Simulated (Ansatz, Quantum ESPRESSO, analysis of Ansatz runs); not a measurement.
# Preparing Li2SnF6 (P-31m) as a host crystal

Before any defect goes in: Li2SnF6 (P-31m) at rest, and how it screens a charge.

Program: Ansatz 0.2.0. Level of theory: plane-wave PAW DFT, PBEsol; relaxation of the host's cell and atoms, in the first sound run; inputs show where later runs differ. Results are calculated unless marked as measured.

Report form: the programs' logs are mostly left out.

### Step 1. Set-up

The structure is trigonal, space group P-31m (No. 162). Conventional cell: a = 4.910 Å, b = 4.910 Å, c = 4.538 Å, α = 90.00°, β = 90.00°, γ = 120.00°. Nearest to Li lie 6 F at 1.99 Å. Nearest to Sn lie 6 F at 1.99 Å. F has 2 Li at 1.99 Å and 1 Sn at 1.99 Å nearest. Farther neighbours and most contacts between anions are not listed.

### Step 2. Host cell relaxation

Lattice and positions are set free, within the symmetry that the program keeps.

cell/input.yaml

```yaml
crystal:
  lattice:
    - [4.9095139, 0.0, 0.0]
    - [-2.454757, 4.2517638, 0.0]
    - [0.0, 0.0, 4.5380391]
  atoms:
    - { symbol: Li, position: [0.66666667, 0.33333333, 0.5] }
    - { symbol: Li, position: [0.33333333, 0.66666667, 0.5] }
    - { symbol: Sn, position: [0.0, 0.0, 0.0] }
    - { symbol: F, position: [0.32909106, 0.32909106, 0.25502719] }
    - { symbol: F, position: [0.67090894, 0.67090894, 0.74497281] }
    - { symbol: F, position: [0.67090894, 0.0, 0.25502719] }
    - { symbol: F, position: [0.32909106, 0.0, 0.74497281] }
    - { symbol: F, position: [0.0, 0.67090894, 0.25502719] }
    - { symbol: F, position: [0.0, 0.32909106, 0.74497281] }
basis:
  ecutwfc: 420
  xc_grid: 2
hamiltonian:
  xc: pbesol
kpoints:
  mp_grid: { grid: [7, 7, 6] }
scf:
  occupations: { method: fixed }
  max_iter: 100
relax:
  f_tol: 0.005
  max_steps: 60
  cell: {}
output:
  forces: true
  stress: true
checkpoint:
  write: "../cell.run"
  compress: false
  write_wavefunctions: false
  write_every: 100000
```

Started as:

```bash
$ ansatz run input.yaml --threads 8 --pin off --max-ram 14131MiB --backend cpu --events-out ev --progress --plain --runs-dir out
```

The job ended after 8.5 s (8 threads of Arm Neoverse V2, shared host; peak memory 0.57 GiB; 57 s of CPU time).

The steps of the relaxation:

```
step  energy less that of the first step (eV)  largest force component (eV/Å)  pressure (GPa)  volume (Å³)
   1                                   0.0000                          0.0660            1.43        94.73
   2                                  -0.0030                          0.0613            0.72        95.61
   3                                  -0.0013                          0.0100           -0.01        96.90
   4                                  -0.0010                          0.0019           -0.01        96.96
   5                                  -0.0146                          0.0018            0.25        96.96
   6                                  -0.0131                          0.0006            0.04        97.29
   7                                  -0.0148                          0.0006            0.05        97.29
   8                                  -0.0144                          0.0000            0.00        97.37
  9*                                  -0.0148                          0.0000            0.00        97.37
```

Relaxation steps marked * repeat the geometry before them on a plane-wave basis chosen anew for their cell, so energy and pressure can jump there. The log counts 3 steps on a newly chosen plane-wave basis, not all of them marked here; energy and pressure can jump at such steps.

The run keeps the 12 symmetry operations that it works with, so distortions that break them were not tested.

```csv
"conventional cell, symmetrised",before,after,change
a (Å),4.910,4.963,+1.1 %
b (Å),4.910,4.963,+1.1 %
c (Å),4.538,4.565,+0.6 %
volume (Å³/atom),10.53,10.82,+2.8 %
```

The atoms that moved most (Å, as changes of fractional coordinates times the final cell):

```csv
atom,dx,dy,dz,length
F6,0.015,0.000,-0.008,0.017
F4,-0.008,-0.013,-0.008,0.017
F5,0.008,0.013,0.008,0.017
F9,0.008,-0.013,0.008,0.017
F7,-0.015,0.000,0.008,0.017
F8,-0.008,0.013,-0.008,0.017
```

This step gave:

```
pressure : 0.003762 GPa
```

The relaxation ends with a largest force component of 1.6e-5 eV/Å and a pressure of 0.00 GPa.

### Step 3. Dielectric tensors of the host

The response to a uniform electric field gives the electronic dielectric tensor.

This step: plane-wave PAW DFPT, PBEsol; dielectric tensors, Born charges and zone-centre modes of the host (Ansatz 0.2.0).

eps/input.yaml

```yaml
crystal:
  lattice:
    - [4.9630018863, 2.92e-08, 0.0]
    - [-2.4815009684, 4.298085698, 0.0]
    - [0.0, 0.0, 4.5647027985]
  atoms:
    - { symbol: Li, position: [0.6666666667, 0.3333333333, 0.5] }
    - { symbol: Li, position: [0.3333333333, 0.6666666667, 0.5] }
    - { symbol: Sn, position: [0.0, 0.0, 0.0] }
    - { symbol: F, position: [0.3260518183, 0.3260518183, 0.2533050106] }
    - { symbol: F, position: [0.6739481817, 0.6739481817, 0.7466949894] }
    - { symbol: F, position: [0.6739481817, 0.0, 0.2533050106] }
    - { symbol: F, position: [0.3260518183, 0.0, 0.7466949894] }
    - { symbol: F, position: [0.0, 0.6739481817, 0.2533050106] }
    - { symbol: F, position: [0.0, 0.3260518183, 0.7466949894] }
basis:
  ecutwfc: 420
hamiltonian:
  xc: pbesol
kpoints:
  mp_grid: { grid: [6, 6, 5] }
scf:
  occupations: { method: fixed }
  max_iter: 100
phonons:
  method: dfpt
  dielectric: true
  rigid_motions: translations
```

Wall time 55 s (8 threads); peak memory 1.7 GiB; 6.8 min of CPU time.

Electronic dielectric tensor:

```
2.29 0.00 0.00
0.00 2.29 0.00
0.00 0.00 2.30
```

Static dielectric tensor:

```
6.70 0.00 0.00
0.00 6.70 0.00
0.00 0.00 8.44
```

The principal values of the electronic dielectric tensor are 2.29, 2.29 and 2.30. The principal values of the static dielectric tensor are 6.70, 6.70 and 8.44.

### Step 4. Defect free supercell on its symmetric sites

This cell, the one that will hold the defects, is built from the relaxed host. It is run at the k-points of the defect runs; forces that show here come from the change of settings, chiefly the coarser sampling.

This step: plane-wave PAW DFT, PBEsol; single point of the defect-free supercell (Ansatz 0.2.0).

System of this step: Li2SnF6. The cell holds 72 atoms: 16 Li, 8 Sn and 48 F. Its edges and angles: a = 9.926 Å, b = 9.926 Å, c = 9.129 Å, α = 90.0°, β = 90.0°, γ = 120.0°.

pristine.point/input.yaml

```yaml
crystal:
  lattice:
    - [9.9260037726, 5.84e-08, 0.0]
    - [-4.9630019369, 8.596171396, 0.0]
    - [0.0, 0.0, 9.129405597]
  atoms:
    - { symbol: Li, position: [0.3333333334, 0.1666666666, 0.25] }
    - { symbol: Li, position: [0.1666666666, 0.3333333334, 0.25] }
    - { symbol: Sn, position: [0.0, 0.0, 0.0] }
    - { symbol: F, position: [0.1630259092, 0.1630259092, 0.1266525053] }
    - { symbol: F, position: [0.3369740908, 0.3369740908, 0.3733474947] }
    - { symbol: F, position: [0.3369740908, 0.0, 0.1266525053] }
    - { symbol: F, position: [0.1630259092, 0.0, 0.3733474947] }
    - { symbol: F, position: [0.0, 0.3369740908, 0.1266525053] }
    - { symbol: F, position: [0.0, 0.1630259092, 0.3733474947] }
    - { symbol: Li, position: [0.3333333334, 0.1666666666, 0.75] }
    - { symbol: Li, position: [0.1666666666, 0.3333333334, 0.75] }
    - { symbol: Sn, position: [0.0, 0.0, 0.5] }
    - { symbol: F, position: [0.1630259092, 0.1630259092, 0.6266525053] }
    - { symbol: F, position: [0.3369740908, 0.3369740908, 0.8733474947] }
    - { symbol: F, position: [0.3369740908, 0.0, 0.6266525053] }
    - { symbol: F, position: [0.1630259092, 0.0, 0.8733474947] }
    - { symbol: F, position: [0.0, 0.3369740908, 0.6266525053] }
    - { symbol: F, position: [0.0, 0.1630259092, 0.8733474947] }
    - { symbol: Li, position: [0.3333333334, 0.6666666666, 0.25] }
    - { symbol: Li, position: [0.1666666666, 0.8333333333, 0.25] }
    - { symbol: Sn, position: [0.0, 0.5, 0.0] }
    - { symbol: F, position: [0.1630259092, 0.6630259092, 0.1266525053] }
    - { symbol: F, position: [0.3369740908, 0.8369740909, 0.3733474947] }
    - { symbol: F, position: [0.3369740908, 0.5, 0.1266525053] }
    - { symbol: F, position: [0.1630259092, 0.5, 0.3733474947] }
    - { symbol: F, position: [0.0, 0.8369740909, 0.1266525053] }
    - { symbol: F, position: [0.0, 0.6630259092, 0.3733474947] }
    - { symbol: Li, position: [0.3333333334, 0.6666666666, 0.75] }
    - { symbol: Li, position: [0.1666666666, 0.8333333333, 0.75] }
    - { symbol: Sn, position: [0.0, 0.5, 0.5] }
    - { symbol: F, position: [0.1630259092, 0.6630259092, 0.6266525053] }
    - { symbol: F, position: [0.3369740908, 0.8369740909, 0.8733474947] }
    - { symbol: F, position: [0.3369740908, 0.5, 0.6266525053] }
    - { symbol: F, position: [0.1630259092, 0.5, 0.8733474947] }
    - { symbol: F, position: [0.0, 0.8369740909, 0.6266525053] }
    - { symbol: F, position: [0.0, 0.6630259092, 0.8733474947] }
    - { symbol: Li, position: [0.8333333333, 0.1666666666, 0.25] }
    - { symbol: Li, position: [0.6666666666, 0.3333333334, 0.25] }
    - { symbol: Sn, position: [0.5, 0.0, 0.0] }
    - { symbol: F, position: [0.6630259092, 0.1630259092, 0.1266525053] }
    - { symbol: F, position: [0.8369740909, 0.3369740908, 0.3733474947] }
    - { symbol: F, position: [0.8369740909, 0.0, 0.1266525053] }
    - { symbol: F, position: [0.6630259092, 0.0, 0.3733474947] }
    - { symbol: F, position: [0.5, 0.3369740908, 0.1266525053] }
    - { symbol: F, position: [0.5, 0.1630259092, 0.3733474947] }
    - { symbol: Li, position: [0.8333333333, 0.1666666666, 0.75] }
    - { symbol: Li, position: [0.6666666666, 0.3333333334, 0.75] }
    - { symbol: Sn, position: [0.5, 0.0, 0.5] }
    - { symbol: F, position: [0.6630259092, 0.1630259092, 0.6266525053] }
    - { symbol: F, position: [0.8369740909, 0.3369740908, 0.8733474947] }
    - { symbol: F, position: [0.8369740909, 0.0, 0.6266525053] }
    - { symbol: F, position: [0.6630259092, 0.0, 0.8733474947] }
    - { symbol: F, position: [0.5, 0.3369740908, 0.6266525053] }
    - { symbol: F, position: [0.5, 0.1630259092, 0.8733474947] }
    - { symbol: Li, position: [0.8333333333, 0.6666666666, 0.25] }
    - { symbol: Li, position: [0.6666666666, 0.8333333333, 0.25] }
    - { symbol: Sn, position: [0.5, 0.5, 0.0] }
    - { symbol: F, position: [0.6630259092, 0.6630259092, 0.1266525053] }
    - { symbol: F, position: [0.8369740909, 0.8369740909, 0.3733474947] }
    - { symbol: F, position: [0.8369740909, 0.5, 0.1266525053] }
    - { symbol: F, position: [0.6630259092, 0.5, 0.3733474947] }
    - { symbol: F, position: [0.5, 0.8369740909, 0.1266525053] }
    - { symbol: F, position: [0.5, 0.6630259092, 0.3733474947] }
    - { symbol: Li, position: [0.8333333333, 0.6666666666, 0.75] }
    - { symbol: Li, position: [0.6666666666, 0.8333333333, 0.75] }
    - { symbol: Sn, position: [0.5, 0.5, 0.5] }
    - { symbol: F, position: [0.6630259092, 0.6630259092, 0.6266525053] }
    - { symbol: F, position: [0.8369740909, 0.8369740909, 0.8733474947] }
    - { symbol: F, position: [0.8369740909, 0.5, 0.6266525053] }
    - { symbol: F, position: [0.6630259092, 0.5, 0.8733474947] }
    - { symbol: F, position: [0.5, 0.8369740909, 0.6266525053] }
    - { symbol: F, position: [0.5, 0.6630259092, 0.8733474947] }
basis:
  ecutwfc: 420
  xc_grid: 2
hamiltonian:
  xc: pbesol
kpoints:
  mp_grid: { grid: [1, 1, 1], shift: [0.25, 0.25, 0.25] }
scf:
  occupations: { method: fermi_dirac, width: 0.01 }
  max_iter: 80
output:
  forces: true
```

The job ended after 4.3 s (8 threads; peak memory 1.5 GiB).

### Step 5. Defect free supercell relaxed from displaced atoms

This step: plane-wave PAW DFT, PBEsol; relaxation of the defect-free supercell from random displacements, a test of the host's stability (Ansatz 0.2.0).

pristine.rattled/input.yaml, as its differences from pristine.point/input.yaml of step 4:

```diff
@@ -90 +90,5 @@
   forces: true
+relax:
+  f_tol: 0.01
+  max_steps: 120
+  random_displacement: { amplitude: 0.08, seed: 8137 }
```

The job ended after 29 s (8 threads; peak memory 1.6 GiB).

Relaxation path:

```
step  energy less that of the first step (eV)  largest force component (eV/Å)
   1                                   0.0000                          3.9987
   2                                  -1.7591                          1.4768
   3                                  -2.1790                          0.0283
   4                                  -2.1790                          0.0280
   5                                  -2.1803                          0.0011
```

The relaxation ends 30 meV an atom lower than the displaced start, with a largest force component of 0.0011 eV/Å.

### Step 6. What came out

| Item | Value |
| --- | --- |
| primitive cell vectors, lengths | 4.963, 4.963, 4.565 Å |
| electronic dielectric constant | (2.29, 2.29, 2.30) along x, y and z |
| static dielectric constant | (6.70, 6.70, 8.44) along x, y and z |
| gap on the k-mesh of the response run (PBEsol) | 5.24 eV |
| symmetric supercell less the displaced and relaxed one | 0.000 eV |

What this shows: Step 5: The energy fell by 2.180 eV from the randomly displaced start; the atoms end within 0.005 Å of the sites as typed, once the mean shift is taken out. The displaced cell ends within 0.01 eV of the symmetric one, so no lower structure shows in this supercell. The k-mesh can miss the band edges, so this gap is an upper bound at this level. All at zero temperature.

[Logs are printed without paths, hosts, clocks, repeated set-up lines and the standing remarks that a program may print on its own settings, such as how far it seeks lower states.]

[Hosts, paths, dates, database ids (printed as entryN), source tags and the programs' standing remarks are cut or masked in the printed files.]

[Runs of the host that timed out are not shown.]

[For some hosts the program warned that the k-mesh of the response run may be too coarse for force constants and the static dielectric constant; such warnings are not always shown.]
